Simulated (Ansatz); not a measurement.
# Ge(100) slab, H on both faces (108 atoms): geometry optimisation

Aim: bring Ge(100) slab, H on both faces (108 atoms) to a nearby minimum of the energy and see what moves.

Method: Kohn-Sham DFT, revPBE, PAW (set soft_2), plane waves, in Ansatz 0.2.0.

This is a report of a sequence of runs, with the program logs left out and the cost of each run kept.

## 1. The structure

The cell holds 108 atoms: 72 Ge and 36 H. Its edges and angles: a = 12.002 Å, b = 12.002 Å, c = 23.668 Å, α = 90.0°, β = 90.0°, γ = 90.0°. It derives from Ge (diamond-structure). Diamond-structure Ge (a = 5.658 Å), (100) slab of 8 atomic planes, 3 x 3 surface cells, H on the broken bonds of both faces, 12 Å of vacuum; displaced by a Gaussian of 0.02 Å. Regions: slab, 72 atoms (72 Ge); hydrogen, 36 atoms (36 H). Vacuum lies along c.

What the set-up can't give: The Brillouin zone is sampled at Γ only, in a cell whose shortest periodic width is 12 Å.

## 2. Single point at the start

The forces at the start show how far the geometry lies from a minimum of this functional.

File input.yaml:

```yaml
crystal:
  lattice:
    - [12.00243, 0.0, 0.0]
    - [0.0, 12.00243, 0.0]
    - [0.0, 0.0, 23.66819]
  atoms:
    - { symbol: Ge, position: [0.16692, 0.16853, 0.28965] }
    - { symbol: Ge, position: [0.0018, 0.16986, 0.35027] }
    - { symbol: Ge, position: [0.00106, 0.33303, 0.40965] }
    - { symbol: Ge, position: [0.17074, 0.0, 0.46998] }
    - { symbol: Ge, position: [0.16501, 0.16653, 0.52975] }
    - { symbol: Ge, position: [0.00286, 0.16898, 0.59067] }
    - { symbol: Ge, position: [0.00474, 0.9996, 0.6498] }
    - { symbol: Ge, position: [0.16586, 0.99816, 0.70917] }
    - { symbol: Ge, position: [0.16799, 0.49802, 0.29041] }
    - { symbol: Ge, position: [0.99997, 0.50141, 0.35133] }
    - { symbol: Ge, position: [0.00092, 0.66747, 0.41023] }
    - { symbol: Ge, position: [0.17053, 0.33528, 0.46966] }
    - { symbol: Ge, position: [0.16852, 0.49931, 0.52917] }
    - { symbol: Ge, position: [0.00479, 0.50118, 0.59071] }
    - { symbol: Ge, position: [0.00215, 0.33325, 0.64916] }
    - { symbol: Ge, position: [0.16708, 0.33445, 0.7079] }
    - { symbol: Ge, position: [0.16954, 0.83328, 0.29023] }
    - { symbol: Ge, position: [0.00158, 0.83577, 0.35235] }
    - { symbol: Ge, position: [0.00154, 0.00182, 0.40914] }
    - { symbol: Ge, position: [0.16606, 0.66608, 0.47065] }
    - { symbol: Ge, position: [0.16751, 0.83399, 0.52984] }
    - { symbol: Ge, position: [0.00042, 0.83551, 0.5899] }
    - { symbol: Ge, position: [0.00066, 0.66642, 0.64884] }
    - { symbol: Ge, position: [0.16953, 0.66472, 0.70938] }
    - { symbol: Ge, position: [0.50133, 0.16928, 0.29167] }
    - { symbol: Ge, position: [0.33643, 0.16611, 0.35069] }
    - { symbol: Ge, position: [0.33681, 0.33562, 0.40951] }
    - { symbol: Ge, position: [0.49835, 0.99971, 0.47051] }
    - { symbol: Ge, position: [0.50392, 0.16466, 0.52911] }
    - { symbol: Ge, position: [0.33417, 0.16373, 0.58981] }
    - { symbol: Ge, position: [0.33448, 0.00035, 0.64904] }
    - { symbol: Ge, position: [0.50209, 0.9994, 0.70887] }
    - { symbol: Ge, position: [0.50118, 0.50015, 0.29168] }
    - { symbol: Ge, position: [0.3362, 0.49954, 0.35031] }
    - { symbol: Ge, position: [0.33607, 0.66516, 0.40994] }
    - { symbol: Ge, position: [0.50172, 0.33592, 0.47041] }
    - { symbol: Ge, position: [0.50003, 0.49833, 0.53054] }
    - { symbol: Ge, position: [0.33647, 0.50042, 0.59031] }
    - { symbol: Ge, position: [0.33338, 0.33311, 0.65082] }
    - { symbol: Ge, position: [0.50131, 0.33236, 0.70925] }
    - { symbol: Ge, position: [0.50523, 0.83454, 0.29004] }
    - { symbol: Ge, position: [0.3338, 0.8326, 0.35031] }
    - { symbol: Ge, position: [0.33601, 0.99941, 0.4092] }
    - { symbol: Ge, position: [0.49916, 0.67033, 0.46996] }
    - { symbol: Ge, position: [0.50203, 0.83304, 0.53044] }
    - { symbol: Ge, position: [0.33643, 0.8327, 0.59045] }
    - { symbol: Ge, position: [0.33481, 0.66452, 0.65165] }
    - { symbol: Ge, position: [0.50318, 0.66403, 0.70847] }
    - { symbol: Ge, position: [0.83799, 0.16447, 0.29071] }
    - { symbol: Ge, position: [0.66962, 0.16462, 0.34956] }
    - { symbol: Ge, position: [0.67036, 0.33391, 0.41083] }
    - { symbol: Ge, position: [0.83486, 0.00304, 0.47055] }
    - { symbol: Ge, position: [0.83414, 0.16699, 0.53052] }
    - { symbol: Ge, position: [0.67105, 0.16429, 0.59026] }
    - { symbol: Ge, position: [0.66582, 0.00117, 0.65087] }
    - { symbol: Ge, position: [0.83439, 0.00031, 0.71068] }
    - { symbol: Ge, position: [0.83369, 0.49807, 0.29153] }
    - { symbol: Ge, position: [0.66639, 0.50271, 0.3503] }
    - { symbol: Ge, position: [0.67066, 0.66694, 0.41226] }
    - { symbol: Ge, position: [0.83548, 0.33283, 0.4725] }
    - { symbol: Ge, position: [0.83686, 0.5015, 0.52898] }
    - { symbol: Ge, position: [0.66716, 0.49789, 0.58995] }
    - { symbol: Ge, position: [0.66711, 0.33224, 0.64925] }
    - { symbol: Ge, position: [0.83495, 0.33079, 0.70889] }
    - { symbol: Ge, position: [0.83835, 0.83343, 0.29037] }
    - { symbol: Ge, position: [0.66705, 0.83105, 0.34986] }
    - { symbol: Ge, position: [0.66874, 0.00239, 0.41144] }
    - { symbol: Ge, position: [0.83729, 0.66379, 0.47189] }
    - { symbol: Ge, position: [0.83645, 0.83232, 0.53293] }
    - { symbol: Ge, position: [0.66735, 0.83136, 0.58866] }
    - { symbol: Ge, position: [0.66702, 0.66696, 0.65137] }
    - { symbol: Ge, position: [0.83465, 0.66644, 0.70917] }
    - { symbol: H, position: [0.16912, 0.06303, 0.25397] }
    - { symbol: H, position: [0.17271, 0.26974, 0.2531] }
    - { symbol: H, position: [0.16982, 0.89527, 0.74761] }
    - { symbol: H, position: [0.16918, 0.10288, 0.74739] }
    - { symbol: H, position: [0.17033, 0.60765, 0.25296] }
    - { symbol: H, position: [0.16849, 0.39641, 0.25486] }
    [... 24 atom lines left out ...]
    - { symbol: H, position: [0.83454, 0.23233, 0.74686] }
    - { symbol: H, position: [0.83509, 0.43701, 0.7454] }
    - { symbol: H, position: [0.83569, 0.72889, 0.2541] }
    - { symbol: H, position: [0.8373, 0.93581, 0.25312] }
    - { symbol: H, position: [0.83681, 0.77185, 0.74649] }
    - { symbol: H, position: [0.83737, 0.56157, 0.74551] }
kpoints:
  mp_grid: { grid: [1, 1, 1] }
hamiltonian:
  xc: revpbe
scf:
  occupations: { method: fermi_dirac, width: 0.025 }
output:
  forces: true
  populations: intrinsic
  dos:
    method: { smearing: { sigma: 0.1 } }
    de: 0.1
    projected:
      site_lists:
        Ge: [Ge]
        H: [H]
        slab: [0, 1, 2, 3, 4, 5, 6, 7, 8, 9, 10, 11, 12, 13, 14, 15, 16, 17, 18, 19, 20, 21, 22, 23, 24, 25, 26, 27, 28, 29, 30, 31, 32, 33, 34, 35, 36, 37, 38, 39, 40, 41, 42, 43, 44, 45, 46, 47, 48, 49, 50, 51, 52, 53, 54, 55, 56, 57, 58, 59, 60, 61, 62, 63, 64, 65, 66, 67, 68, 69, 70, 71]
        hydrogen: [72, 73, 74, 75, 76, 77, 78, 79, 80, 81, 82, 83, 84, 85, 86, 87, 88, 89, 90, 91, 92, 93, 94, 95, 96, 97, 98, 99, 100, 101, 102, 103, 104, 105, 106, 107]
  eigenvalues: true
```

The run is started by

```console
$ ansatz run input.yaml --threads 4 --pin off --max-ram 8192MiB --backend cpu --events-out ev --progress --plain --runs-dir out
```

Run time: 2 min. Hardware: 4 threads of Arm Neoverse V1, shared host; peak memory 4.8 GiB.

Read from the output:

| Item | Value |
| --- | --- |
| free energy | -310085.4966 eV |
| free energy per atom | -2871.1620 eV/atom |
| SCF cycles | 12 |
| r.m.s. force component | 0.3666 eV/Å |
| longest force | 1.672 eV/Å |
| Fermi energy | 2.461 eV |
| gap (highest filled to lowest empty level) | 1.047 eV |

The r.m.s. force component of 0.37 eV/Å sets the starting point.

Length of the force by element and coordination:

| element | coordination | atoms | mean length of the force (eV/Å) | spread | least | most |
| --- | --- | --- | --- | --- | --- | --- |
| Ge | all | 72 | 0.617 | 0.287 | 0.169 | 1.67 |
| H | all | 36 | 0.474 | 0.244 | 0.197 | 1.24 |

## 3. Relaxation

The atoms are relaxed in the fixed cell, aiming at the force tolerance of the input.

input.yaml, the sections that differ from step 2:

```yaml
output:
  forces: true
relax:
  f_tol: 0.03
  max_steps: 53
# crystal, kpoints, hamiltonian, scf: as in step 2
```

Run time: 15 min. Hardware: 4 threads; peak memory 4.7 GiB; 56 min of CPU time.

Relaxation path:

| step | energy less that of the first step (eV) | largest force component (eV/Å) |
| --- | --- | --- |
| 1 | 0.0000 | 1.3926 |
| 2 | -1.2385 | 0.4392 |
| 3 | -1.3594 | 0.0326 |
| 4 | -1.3747 | 0.0304 |
| 5 | -1.4523 | 0.0962 |
| 6 | -1.6253 | 0.0785 |
| 7 | -1.9170 | 0.0858 |
| 8 | -2.0050 | 0.0774 |
| 9 | -2.3591 | 0.1035 |
| 10 | -2.7068 | 0.2021 |
| 11 | -2.9823 | 0.2258 |
| 12 | -3.1382 | 0.1181 |
| 13 | -3.2366 | 0.0594 |
| 14 | -3.2641 | 0.1281 |
| 15 | -3.2036 | 0.3318 |
| 16 | -3.2694 | 0.0051 |

Relaxation step 15 was tried and not accepted.

The atoms that moved most (Å):

| atom | dx | dy | dz | length |
| --- | --- | --- | --- | --- |
| H77 | -0.003 | -1.203 | -0.551 | 1.324 |
| H101 | -0.063 | -1.188 | -0.571 | 1.319 |
| H82 | -0.018 | -1.167 | -0.583 | 1.304 |
| H74 | -0.027 | -1.150 | -0.554 | 1.277 |
| H106 | -0.039 | -1.141 | -0.555 | 1.269 |
| H98 | -0.003 | -1.145 | -0.528 | 1.260 |
| H94 | 0.015 | 1.006 | -0.575 | 1.159 |
| H89 | 0.009 | 0.985 | -0.556 | 1.131 |

The relaxation changed the energy by -30.3 meV/atom, and atoms moved by 0.64 Å r.m.s., 1.3 Å at most.

## 4. Local order after relaxation

Bonds before and after, by the cutoffs listed below:

| pair | bonds before | bonds after | mean before (Å) | mean after (Å) | spread before (Å) | spread after (Å) |
| --- | --- | --- | --- | --- | --- | --- |
| Ge-Ge | 126 | 126 | 2.450 | 2.461 | 0.031 | 0.012 |
| Ge-H | 36 | 36 | 1.528 | 1.548 | 0.029 | 0.001 |

Normalised to the volume that the atoms fill. g(r), total and by pair (bins of 0.2 Å):

| r (Å) | total | Ge-Ge | Ge-H | H-H |
| --- | --- | --- | --- | --- |
| 1.50 | 2.25 | 0.00 | 5.05 | 0.00 |
| 1.70 | 0.00 | 0.00 | 0.00 | 0.00 |
| 1.90 | 0.00 | 0.00 | 0.00 | 0.00 |
| 2.10 | 0.00 | 0.00 | 0.00 | 0.00 |
| 2.30 | 0.51 | 0.00 | 0.00 | 4.55 |
| 2.50 | 3.88 | 6.80 | 0.96 | 3.85 |
| 2.70 | 0.00 | 0.00 | 0.00 | 0.00 |
| 2.90 | 0.00 | 0.00 | 0.00 | 0.00 |
| 3.10 | 0.60 | 0.00 | 1.36 | 0.00 |
| 3.30 | 0.41 | 0.00 | 0.94 | 0.00 |
| 3.50 | 0.86 | 0.00 | 1.93 | 0.00 |
| 3.70 | 0.49 | 0.69 | 0.42 | 0.00 |
| 3.90 | 0.65 | 0.92 | 0.00 | 2.16 |
| 4.10 | 2.89 | 5.57 | 0.00 | 3.71 |
| 4.30 | 1.03 | 0.73 | 1.58 | 0.00 |
| 4.50 | 0.28 | 0.29 | 0.00 | 1.39 |
| 4.70 | 2.15 | 3.32 | 0.80 | 2.97 |
| 4.90 | 0.19 | 0.42 | 0.00 | 0.00 |
| 5.10 | 0.82 | 0.50 | 1.35 | 0.00 |
| 5.30 | 0.46 | 0.00 | 1.02 | 0.00 |
| 5.50 | 0.35 | 0.00 | 0.66 | 0.52 |
| 5.70 | 1.06 | 1.71 | 0.12 | 2.20 |
| 5.90 | 0.42 | 0.00 | 0.89 | 0.23 |
| 6.10 | 0.98 | 1.56 | 0.47 | 0.65 |
| 6.30 | 0.67 | 1.10 | 0.25 | 0.61 |
| 6.50 | 0.68 | 0.27 | 1.25 | 0.00 |
| 6.70 | 0.30 | 0.14 | 0.53 | 0.00 |
| 6.90 | 1.19 | 2.42 | 0.25 | 0.00 |

Bonds by pair of elements; cutoffs follow the first minimum of g(r), held within bounds set by covalent radii, and pairs that aren't listed don't count as bonded:

| pair A-B | cutoff (Å) | bonds | mean length (Å) | spread (Å) | shortest (Å) | B about A | A about B |
| --- | --- | --- | --- | --- | --- | --- | --- |
| Ge-Ge | 2.88 | 126 | 2.46 | 0.012 | 2.44 | 3.5 | 3.5 |
| Ge-H | 1.93 | 36 | 1.55 | 0.001 | 1.55 | 0.5 | 1 |

How many atoms have how many bonded neighbours:

| element | mean | 1 | 4 |
| --- | --- | --- | --- |
| Ge | 4 | 0 | 72 |
| H | 1 | 36 | 0 |

Bond angles, per cent of each kind in bins of 5°:

| angle (°) | Ge-Ge-Ge | Ge-Ge-H | H-Ge-H |
| --- | --- | --- | --- |
| 100–105 | 10.5 | 50.0 | 0.0 |
| 105–110 | 50.0 | 0.0 | 100.0 |
| 110–115 | 28.9 | 0.0 | 0.0 |
| 115–120 | 10.5 | 50.0 | 0.0 |

Bond angles (no mean is given where the spread exceeds 20°):

| angle | count | mean (°) | spread (°) |
| --- | --- | --- | --- |
| Ge-Ge-Ge | 342 | 109 | 4 |
| Ge-Ge-H | 72 | 110 | 7 |
| H-Ge-H | 18 | 106 | 0.1 |

By these cutoffs all Ge atoms have 4 and all H atoms have 1 bonded neighbour. The Ge-Ge-Ge angle averages 109° with a spread of 4°.

(Part 1 of 2 ends here.)

[Long decimals in the printed logs are rounded to 6 places.]

[Logs are printed without paths, hosts, clocks, repeated set-up lines and the standing remarks that a program may print on its own settings, such as how far it seeks lower states.]

[Hosts, paths, dates, database ids (printed as entryN), source tags and the programs' standing remarks are cut or masked in the printed files.]

[A walk said to have stopped at its limit may instead have ended on an SCF cycle that didn't converge.]
